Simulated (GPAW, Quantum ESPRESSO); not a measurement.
# Near-edge structure at the F K edge of CdF2 (Fm-3m), part 3 of 4

Do two independent programs agree on the F K edge of CdF2 (Fm-3m)? The same cell and functional are run with XSpectra and with GPAW.

Quantum ESPRESSO 7.5 and GPAW 26.7.0; core-hole supercells, plane-wave PAW PBE.

So far. Step 8 (Spectrum with FCH, F atom 2 (Quantum ESPRESSO)): The hole costs E(hole) − E(ground) = 684.40 eV, and the lowest empty level of the hole cell lies at 7.77 eV, which puts the zero at 692.18 eV. One term is added: -9.97 eV, since the hole is spin-paired here and a spin-polarised one costs that much less in the free atom (computed apart). The photon energy is then 682.21 eV. The functional and the charged cell's background leave an error of a few eV in such absolute values.

**9. Another broadening**

Level of this step: X-ray absorption near-edge structure, plane-wave PAW PBE, one-electron final states by a Lanczos continued fraction (Quantum ESPRESSO).

The final state's lifetime shortens with energy, so measured features broaden above the edge; the saved Lanczos coefficients are redrawn with a width that grows.

Input file xspectra_plot.in:

```
&input_xspectra
   calculation='xanes_dipole', edge='K'
   prefix='x', outdir='tmp', xiabs=2, xe0=6.3548
   xonly_plot=.true., x_save_file='xanes.sav'
   xniter=3000, xcheck_conv=20, xerror=0.005
   xcoordcrys=.false., xepsilon(1)=1, xepsilon(2)=0, xepsilon(3)=0
/
&plot
   xnepoint=413, xemin=-10, xemax=45, terminator=.true., cut_occ_states=.true.
   gamma_mode='variable', gamma_energy(1)=4, gamma_energy(2)=25, gamma_value(1)=0.3, gamma_value(2)=2.5
/
&pseudos
   filecore='../F.wfc'
/
&cut_occ
   cut_desmooth=0.1, cut_stepl=0.05, cut_stepu=0.05, cut_ierror=1e-5
/
4 4 4 0 0 0
```

On the command line:

```sh
$ OMP_NUM_THREADS=1 xspectra.x -in xspectra_plot.in > xspectra_plot.out
```

Numbers of over 12 decimals in the logs are rounded to 6 here.

The log of the run:

```text
     [... banner and references ...]
Reading input_file
     -------------------------------------------------------------------------

     calculation: xanes_dipole

     xonly_plot: TRUE
        => only the spectrum plot

     main plot parameters:
        cut_occ_states: TRUE
        gamma_mode:  variable
        -> first, constant up to point ( 4.00, 0.30) [eV]
        -> then, linear up to point (25.00, 2.50) [eV]
        -> finally, constant up to xemax
        xemin [eV]: -10.00
        xemax [eV]:  45.00
        xnepoint:  413
[...]
xemin [eV]: -10.00
        xemax [eV]:  45.00
        xnepoint:  413
        energy-dependent broadening parameter:
         -> first, constant up to point ( 4.00, 0.30) [eV]
         -> then, linear up to point (25.00, 2.50) [eV]
         -> finally, constant up to xemax
        Core level energy [eV]:  -696.7
         (from electron binding energy of neutral atoms in X-ray data booklet)

     Cross-section successfully written in xanes.dat

     -------------------------------------------------------------------------
                                END JOB XSpectra
     -------------------------------------------------------------------------
[key lines of the parts left out:]
Fermi level [eV]:   4.9353
```

Elapsed: 3 s, on 1 MPI rank of Arm Neoverse N1, shared host; peak memory 0.04 GiB.

With a Lorentzian half width 0.3 eV up to 4 eV, rising linearly to 2.5 eV at 25 eV (counted from xe0, 1.4 eV below the zero used here), the maxima are 3.9 eV (1.93), 7.0 eV (1.33), 9.8 eV (1.54) and 18.6 eV (1.26).

**10. Supercell with XCH, F atom 2 (Quantum ESPRESSO)**

The holes are 6.6 Å apart. The excited electron is kept in the cell, where it fills the lowest empty states and screens the hole.

Changed against the first core-hole run: core hole to XCH.

Input file scf.in:

```
&control
   calculation='scf', prefix='x', pseudo_dir='../pp', outdir='tmp', tprnfor=.true.
/
&system
   ibrav=0, nat=18, ntyp=3, nbnd=97
   ecutwfc=57, ecutrho=560
   occupations='smearing', smearing='gaussian', degauss=0.003
/
&electrons
   conv_thr=1.8e-07, electron_maxstep=120
   mixing_beta=0.5
/
ATOMIC_SPECIES
Cd 1.0 Cd.pbe-n-kjpaw.UPF
F0 1.0 F.pbe-n-kjpaw-1sch.UPF
F 1.0 F.pbe-n-kjpaw.UPF
CELL_PARAMETERS angstrom
  -2.69400000 -2.69400000 -5.38800000
  -2.69400000 -2.69400000 5.38800000
  -2.69400000 5.38800000 2.69400000
ATOMIC_POSITIONS crystal
Cd   0.00000000 0.00000000 0.00000000
Cd   0.66666667 0.00000000 0.33333333
Cd   0.50000000 0.50000000 0.00000000
Cd   0.33333333 0.00000000 0.66666667
Cd   0.16666667 0.50000000 0.33333333
Cd   0.83333333 0.50000000 0.66666667
F0   0.87500000 0.62500000 0.00000000
F    0.54166667 0.62500000 0.33333333
F    0.37500000 0.12500000 0.00000000
F    0.20833333 0.62500000 0.66666667
F    0.04166667 0.12500000 0.33333333
F    0.70833333 0.12500000 0.66666667
F    0.62500000 0.87500000 0.00000000
F    0.29166667 0.87500000 0.33333333
F    0.12500000 0.37500000 0.00000000
F    0.95833333 0.87500000 0.66666667
F    0.79166667 0.37500000 0.33333333
F    0.45833333 0.37500000 0.66666667
K_POINTS automatic
4 3 4 0 0 0
```

On the command line:

```sh
$ OMP_NUM_THREADS=1 mpirun --oversubscribe --bind-to none -np 4 pw.x -nk 4 -in scf.in > scf.out
```

The log of the run:

```text
     [... banner and references ...]
[banner, memory and clock lines left out]
using ibrav=0 with symmetry is DISCOURAGED, use correct ibrav instead

     G-vector sticks info

     bravais-lattice index     =            0
     lattice parameter (alat)  =      12.4702  a.u.
     unit-cell volume          =    1583.3270 (a.u.)^3
     number of atoms/cell      =           18
     number of atomic types    =            3
     number of electrons       =       157.00
     number of Kohn-Sham states=           97
     kinetic-energy cutoff     =      57.0000  Ry
     charge density cutoff     =     560.0000  Ry
     scf convergence threshold =      1.8E-07
     mixing beta               =       0.5000
     number of iterations used =            8  plain     mixing
     Exchange-correlation= SLA  PW   PBX  PBC
                           (   1   4   3   4   0   0   0)

     celldm(1)=  12.470162  celldm(2)=   0.000000  celldm(3)=   0.000000
     celldm(4)=   0.000000  celldm(5)=   0.000000  celldm(6)=   0.000000

     crystal axes: (cart. coord. in units of alat)
               a(1) = (  -0.408248  -0.408248  -0.816497 )
               a(2) = (  -0.408248  -0.408248   0.816497 )
               a(3) = (  -0.408248   0.816497   0.408248 )

     reciprocal axes: (cart. coord. in units 2 pi/alat)
               b(1) = ( -1.020621 -0.204124 -0.612372 )
               b(2) = ( -0.612372 -0.612372  0.612372 )
               b(3) = ( -0.816497  0.816497  0.000000 )

     PseudoPot. #1 for Cd:     Pseudo is Projector augmented-wave + core cor, Zval = 12.0

     ../pp/F.pbe-n-kjpaw-1sch.UPF
     Pseudo is Projector augmented-wave + core cor, Zval =  8.0
[...]
iteration # 10     ecut=    57.00 Ry     beta= 0.50
     Davidson diagonalization with overlap
     ethr =  1.95E-10,  avg # of iterations =  3.8

     End of self-consistent calculation

          k =-0.0000 0.0000 0.0000 ( 11449 PWs)   bands (ev):

   -23.9254 -15.8130 -15.4133 -15.3959 -15.3873 -15.3699 -15.3652 -15.1719
   -15.1578 -15.1116 -15.1113 -14.7740  -5.4653  -5.4629  -5.4551  -0.6154
    -0.6134  -0.6046  -0.3736  -0.3668  -0.2675  -0.2165  -0.1652  -0.1240
[...]
12.0409  12.0778  12.4328  12.8645  13.6969  14.5855  14.9314  15.0348
    15.4603  15.9801  16.1359  16.9714  16.9934  17.4191  17.4282  17.4712
    17.7331

     [... bands of 16 further k-points ...]

     the Fermi energy is     9.4340 ev

!    total energy              =   -3018.17374086 Ry
     total all-electron energy =    -69483.546632 Ry
     estimated scf accuracy    <       0.00000013 Ry
     smearing contrib. (-TS)   =      -0.00021570 Ry
     internal energy E=F+TS    =   -3018.17352516 Ry

     The total energy is F=E-TS. E is the sum of the following terms:
     one-electron contribution =    -356.26976718 Ry
     hartree contribution      =     321.28468666 Ry
     xc contribution           =    -255.64099390 Ry
     ewald contribution        =    -885.48650716 Ry
     one-center paw contrib.   =   -1842.06094359 Ry

     convergence has been achieved in  10 iterations

     Forces acting on atoms (cartesian axes, Ry/au):

     atom    1 type  1   force =    -0.04237975   -0.04237975    0.04185593
     atom    2 type  1   force =    -0.00074426   -0.00021812    0.00074645
     atom    3 type  1   force =     0.04244143    0.04244143    0.04139666
[...]
atom   17 type  3   force =    -0.00071097   -0.02229324    0.00053164
     atom   18 type  3   force =    -0.02229324   -0.00071097    0.00053164

     Total force =     0.156388     Total SCF correction =     0.000268

     XML data file, charge density, pseudopotentials, collected wavefunctions
```

The job ended after 5 min (4 MPI ranks; peak memory 0.6 GiB; 20 min of CPU time).

Energy with the hole: -945371.813 eV, cores included.

**11. Excitation energy, F atom 2 (Quantum ESPRESSO)**

With the excited electron kept in the cell the system stays neutral, and the energy difference is an excitation energy by itself. In a small cell that electron takes up a good share of the lowest empty band, or all of one, which shifts the value from the true onset.

The total-energy difference is 693.28 eV. With the free-atom term of -9.97 eV for this edge, the photon energy is 683.31 eV.

**12. Ground state of the crystal (GPAW)**

The second program starts from its own ground state, on the same cell and functional.

Input file scf.py:

```python
import numpy as np
from ase import Atoms
from ase.parallel import parprint, paropen
from gpaw import GPAW, PW, FermiDirac, Mixer, MixerDif, setup_paths
from gpaw.test import gen
setup_paths.insert(0, '.')
gen('F', name='nch1s', xcname='PBE', corehole=(1, 0, 0), write_xml=True)
from gpaw.mpi import world
world.barrier()

atoms = Atoms('CdF2',
    cell=[[0, 2.694, 2.694],
     [2.694, 0, 2.694],
     [2.694, 2.694, 0]],
    scaled_positions=[[0, 0, 0],
     [0.75, 0.75, 0.75],
     [0.25, 0.25, 0.25]],
    pbc=True)
atoms.calc = calc = GPAW(legacy_gpaw=True, mode=PW(500, force_complex_dtype=True), xc='PBE', setups={1: 'nch1s'},
    kpts={'size': (8, 8, 8), 'gamma': True}, occupations=FermiDirac(0.05),
    charge=0, mixer=Mixer(0.1, 5, 50), maxiter=150,
    convergence={'density': 0.0001, 'eigenstates': 1e-6}, txt='scf.txt')
energy = atoms.get_potential_energy() + calc.get_reference_energy()
ef = calc.get_fermi_level()
out = dict(energy=energy, fermi=ef, forces=atoms.get_forces().tolist())
parprint(f'all-electron energy {energy:.4f} eV, Fermi level {ef:.4f} eV')
ev = np.array([[calc.get_eigenvalues(k, s) for k in range(len(calc.get_ibz_k_points()))] for s in range(calc.get_number_of_spins())])
out['homo'], out['lumo'], out['counts'] = ev[ev < ef].max(), ev[ev > ef].min(), sorted(set((ev < ef).sum((0, 2)).tolist()))
out['filled'] = (ev[:, 0] < ef).sum(1).tolist()
import json
with paropen('out.json', 'w') as f:
    json.dump(out, f)
```

On the command line:

```sh
$ OMP_NUM_THREADS=1 mpirun -n 4 gpaw python scf.py
```

The log of the run:

```text
Input parameters:
  convergence: {density: 0.0001,
                eigenstates: 1e-06}
  kpts: {gamma: True,
         size: (8, 8, 8)}
  maxiter: 150
  mixer: {backend: pulay,
          beta: 0.1,
          method: separate,
          nmaxold: 5,
          weight: 50}
  mode: {ecut: 500.0,
         force_complex_dtype: True,
         name: pw}
  occupations: {fixmagmom: False,
                name: fermi-dirac,
[...]
2s(2) :    -1.098729     1.064204
*s    :    -0.098729
2p(5) :    -0.408283     0.779362
*p    :     0.591717
*d    :     0.000000
--------------------------------

Diagonalizing with gridspacing h=0.050

state   all-electron     PAW
-------------------------------
2s:      -1.098729    -1.100423
2p:      -0.408283    -0.410405
*d:                    0.052031
*f:                    0.079032
-------------------------------
all-electron energy -157612.0397 eV, Fermi level 3.3342 eV
[key lines of the parts left out:]
Converged after 12 iterations.
Dipole moment: (0.000000, 0.000000, 0.000000) |e|*Ang
Free energy:    -10.759661
Fermi level: 3.33422
```

Wall time 8.3 s (4 MPI ranks); peak memory 0.17 GiB; 31 s of CPU time.

The mesh shows a gap of 3.07 eV, so the hole is first treated in a charged cell, without the excited electron.

**13. Spectrum without a core hole, F atom 2 (GPAW)**

This cheap baseline ignores the attraction of the hole: it shows the absorber's empty states as they are in the ground state. The data set with a hole of occupation 0 only carries the core orbital.

Input file xas.py:

```python
import numpy as np
from ase import Atoms
from ase.parallel import parprint, paropen
from gpaw import GPAW, PW, FermiDirac, Mixer, MixerDif, setup_paths
from gpaw.test import gen
setup_paths.insert(0, '.')
gen('F', name='nch1s', xcname='PBE', corehole=(1, 0, 0), write_xml=True)
from gpaw.mpi import world
world.barrier()

atoms = Atoms('CdF2',
    cell=[[0, 2.694, 2.694],
     [2.694, 0, 2.694],
     [2.694, 2.694, 0]],
    scaled_positions=[[0, 0, 0],
     [0.75, 0.75, 0.75],
     [0.25, 0.25, 0.25]],
    pbc=True)
atoms.calc = calc = GPAW(legacy_gpaw=True, mode=PW(500, force_complex_dtype=True), xc='PBE', setups={1: 'nch1s'},
    kpts={'size': (8, 8, 8), 'gamma': True}, occupations=FermiDirac(0.02),
    charge=0, mixer=Mixer(0.1, 5, 50), maxiter=150,
    convergence={'density': 0.0001, 'eigenstates': 1e-6}, txt='scf.txt')
energy = atoms.get_potential_energy() + calc.get_reference_energy()
ef = calc.get_fermi_level()
out = dict(energy=energy, fermi=ef, forces=atoms.get_forces().tolist())
parprint(f'all-electron energy {energy:.4f} eV, Fermi level {ef:.4f} eV')
ev = np.array([[calc.get_eigenvalues(k, s) for k in range(len(calc.get_ibz_k_points()))] for s in range(calc.get_number_of_spins())])
out['homo'], out['lumo'], out['counts'] = ev[ev < ef].max(), ev[ev > ef].min(), sorted(set((ev < ef).sum((0, 2)).tolist()))
out['filled'] = (ev[:, 0] < ef).sum(1).tolist()

from ase.units import Ha
from gpaw.xas import dipole_matrix_elements
nb = int(calc.get_number_of_electrons() / 2) + 27
top = nb
nscf = calc.fixed_density(kpts={'size': (7, 7, 7), 'gamma': True},
    convergence={'eigenstates': 1.0}, txt='nscf.txt')
nscf.diagonalize_full_hamiltonian(nbands=nb)
cell = atoms.cell.array
ops = [cell.T @ U.T @ np.linalg.inv(cell.T) for U in nscf.wfs.kd.symmetry.op_scc]
filled = [13]  # bands filled in the ground state, by spin
E = np.arange(-25, 34, 0.1)
fwhm = np.interp(E, [4, 25], [0.9, 3.5])
Y, X, zero, highest = 0, 0, 1e9, 1e9
for spin in range(nscf.get_number_of_spins()):
    wfs = nscf.wfs
    mine = wfs.bd.get_slice()  # this rank's bands
    A = dipole_matrix_elements(wfs.setups[1])
    eps = np.zeros((wfs.kd.nibzkpts, nb))
    d = np.zeros((3, A.shape[1], wfs.kd.nibzkpts, nb), complex)
    for kpt in wfs.kpt_u:
        if kpt.s == spin and 1 in kpt.P_ani:
            eps[kpt.k, mine] = kpt.eps_n * Ha
            d[:, :, kpt.k, mine] = (kpt.weight * wfs.nspins / 2) ** 0.5 * np.inner(A, kpt.P_ani[1])
    world.sum(eps)
    world.sum(d)
    T = np.einsum('amkn,bmkn->abkn', d, d.conj()).real
    T = sum(np.einsum('ai,ijkn,bj->abkn', R, T, R) for R in ops) / len(ops)
    empty = np.ones_like(eps, bool) & (np.arange(nb) >= filled[spin])
    zero, highest = min(zero, eps[empty].min()), min(highest, eps[:, top - 1].min())
    lines = [(eps, T, empty)] if spin == 0 else lines + [(eps, T, empty)]
for eps, T, empty in lines:
    f = np.einsum('aakn->akn', T).reshape(3, -1)
    x = eps.ravel() - zero
    w = np.interp(x, E, fwhm) / 2.35482
    g = np.exp(-0.5 * ((E[:, None] - x) / w) ** 2) / (w * (2 * np.pi) ** 0.5)
    Y = Y + (f * empty.ravel()) @ g.T
    X = X + (f * ~empty.ravel()) @ g.T
out.update(E=E.round(2).tolist(), xas=Y.tolist(), xes=X.tolist(), zero=zero, valid=highest - zero, nk=len(eps), nb=nb)
for i in range(0, len(E), 10):
    parprint(f'{E[i]:7.2f}', *(f'{v:10.3e}' for v in Y[:, i]))
import json
with paropen('out.json', 'w') as f:
    json.dump(out, f)
```

On the command line:

```sh
$ OMP_NUM_THREADS=1 mpirun -n 4 gpaw python xas.py
```

The log of the run:

```text
Input parameters:
  convergence: {density: 0.0001,
                eigenstates: 1e-06}
  kpts: {gamma: True,
         size: (8, 8, 8)}
  maxiter: 150
  mixer: {backend: pulay,
          beta: 0.1,
          method: separate,
          nmaxold: 5,
          weight: 50}
  mode: {ecut: 500.0,
         force_complex_dtype: True,
         name: pw}
  occupations: {fixmagmom: False,
                name: fermi-dirac,
[...]
*p    :     0.591717
*d    :     0.000000
--------------------------------

Diagonalizing with gridspacing h=0.050

state   all-electron     PAW
-------------------------------
2s:      -1.098729    -1.100423
2p:      -0.408283    -0.410405
*d:                    0.052031
*f:                    0.079032
-------------------------------
all-electron energy -157612.0397 eV, Fermi level 2.5192 eV
[...]
32.00  4.647e-05  4.647e-05  4.647e-05
  33.00  5.021e-05  5.021e-05  5.021e-05
[key lines of the parts left out:]
Converged after 12 iterations.
Dipole moment: (0.000000, 0.000000, 0.000000) |e|*Ang
Free energy:    -10.759661
Fermi level: 2.51921
```

The job ended after 27 s (4 MPI ranks; peak memory 0.31 GiB).

The F K spectrum, F atom 2, no core hole (energy from the lowest empty level; intensity scaled to a mean of 1 over the first 20 eV):

```csv
E (eV),intensity
-2.00,0.00
-1.25,0.00
-0.50,0.00
0.25,0.03
1.00,0.10
1.75,0.31
2.50,0.43
3.25,1.04
4.00,1.82
4.75,1.89
5.50,0.43
6.25,0.72
7.00,1.45
7.75,1.04
8.50,0.81
9.25,1.26
10.00,2.00
10.75,2.25
11.50,1.66
12.25,0.87
13.00,0.48
13.75,0.37
14.50,0.42
15.25,0.56
16.00,0.67
16.75,0.76
17.50,0.98
18.25,1.31
19.00,1.60
19.75,1.68
20.50,1.53
21.25,1.22
22.00,0.90
22.75,0.65
23.50,0.49
24.25,0.41
25.00,0.39
25.75,0.42
26.50,0.48
27.25,0.56
28.00,0.62
28.75,0.65
29.50,0.69
30.25,0.77
31.00,0.91
31.75,1.07
```

Main maxima below 24 eV (height): 4.4 eV (2.21), 7.1 eV (1.46), 10.6 eV (2.27) and 19.6 eV (1.69). 

The same matrix elements for filled bands give the F K emission of F atom 2 (ground-state approximation; energy from the lowest empty level, largest value 1):

```csv
E (eV),emission
-24.00,0.00
-23.25,0.00
-22.50,0.00
-21.75,0.00
-21.00,0.00
-20.25,0.00
-19.50,0.00
-18.75,0.00
-18.00,0.00
-17.25,0.00
-16.50,0.00
-15.75,0.00
-15.00,0.00
-14.25,0.00
-13.50,0.00
-12.75,0.00
-12.00,0.00
-11.25,0.00
-10.50,0.00
-9.75,0.00
-9.00,0.03
-8.25,0.18
-7.50,0.12
-6.75,0.12
-6.00,0.33
-5.25,0.62
-4.50,0.59
-3.75,0.89
-3.00,0.54
-2.25,0.02
-1.50,0.00
-0.75,0.00
0.00,0.00
0.75,0.00
1.50,0.00
2.25,0.00
3.00,0.00
```

Emission maxima: -8.0 eV (0.19), -5.0 eV (0.67) and -3.4 eV (1.00).

**14. Reference energy of the supercell (GPAW)**

Total energies of two programs can't be mixed, so the cell and mesh of GPAW's hole run get a reference energy of their own.

Changes to scf.py since step 12:

```diff
@@ -10,12 +10,27 @@
 
-atoms = Atoms('CdF2',
-    cell=[[0, 2.694, 2.694],
-     [2.694, 0, 2.694],
-     [2.694, 2.694, 0]],
+atoms = Atoms('Cd6F12',
+    cell=[[-2.694, -2.694, -5.388],
+     [-2.694, -2.694, 5.388],
+     [-2.694, 5.388, 2.694]],
     scaled_positions=[[0, 0, 0],
-     [0.75, 0.75, 0.75],
-     [0.25, 0.25, 0.25]],
+     [0.66666667, 0, 0.33333333],
+     [0.5, 0.5, 0],
+     [0.33333333, 0, 0.66666667],
+     [0.16666667, 0.5, 0.33333333],
+     [0.83333333, 0.5, 0.66666667],
+     [0.875, 0.625, 0],
+     [0.54166667, 0.625, 0.33333333],
+     [0.375, 0.125, 0],
+     [0.20833333, 0.625, 0.66666667],
+     [0.04166667, 0.125, 0.33333333],
+     [0.70833333, 0.125, 0.66666667],
+     [0.625, 0.875, 0],
+     [0.29166667, 0.875, 0.33333333],
+     [0.125, 0.375, 0],
+     [0.95833333, 0.875, 0.66666667],
+     [0.79166667, 0.375, 0.33333333],
+     [0.45833333, 0.375, 0.66666667]],
     pbc=True)
-atoms.calc = calc = GPAW(legacy_gpaw=True, mode=PW(500, force_complex_dtype=True), xc='PBE', setups={1: 'nch1s'},
-    kpts={'size': (8, 8, 8), 'gamma': True}, occupations=FermiDirac(0.05),
+atoms.calc = calc = GPAW(legacy_gpaw=True, mode=PW(500, force_complex_dtype=True), xc='PBE', setups={6: 'nch1s'},
+    kpts={'size': (4, 3, 4), 'gamma': True}, occupations=FermiDirac(0.02),
     charge=0, mixer=Mixer(0.1, 5, 50), maxiter=150,
```

On the command line:

```sh
$ OMP_NUM_THREADS=1 mpirun -n 4 gpaw python scf.py
```

The log of the run:

```text
Input parameters:
  convergence: {density: 0.0001,
                eigenstates: 1e-06}
  kpts: {gamma: True,
         size: (4, 3, 4)}
  maxiter: 150
  mixer: {backend: pulay,
          beta: 0.1,
          method: separate,
          nmaxold: 5,
          weight: 50}
  mode: {ecut: 500.0,
         force_complex_dtype: True,
         name: pw}
  occupations: {fixmagmom: False,
                name: fermi-dirac,
[...]
2s(2) :    -1.098729     1.064204
*s    :    -0.098729
2p(5) :    -0.408283     0.779362
*p    :     0.591717
*d    :     0.000000
--------------------------------

Diagonalizing with gridspacing h=0.050

state   all-electron     PAW
-------------------------------
2s:      -1.098729    -1.100423
2p:      -0.408283    -0.410405
*d:                    0.052031
*f:                    0.079032
-------------------------------
all-electron energy -945672.2782 eV, Fermi level 2.5205 eV
[key lines of the parts left out:]
Converged after 12 iterations.
Dipole moment: (-0.000000, -0.000000, -0.000000) |e|*Ang
Free energy:    -64.598649
Fermi level: 2.52050
```

Wall time 2.4 min (4 MPI ranks); peak memory 0.37 GiB; 9.6 min of CPU time.

Reference energy: -945672.278 eV with the cores included.

[end of part 3 of 4]

[Banner, clock and machine lines of the logs are left out without a mark of their own.]

[Logs are printed without paths, hosts, clocks, repeated set-up lines and the standing remarks that a program may print on its own settings, such as how far it seeks lower states.]

[Hosts, paths, dates, database ids (printed as entryN), source tags and the programs' standing remarks are cut or masked in the printed files.]

[Lists of maxima count a maximum above −3 eV only where it reaches 4 % of the highest in the window and stands out from its surroundings by 2 % of it (1.5 % where it reaches 55 %); shoulders and weaker maxima are passed over, and of the rest the first, up to two pre-edge ones and the few strongest are named.]
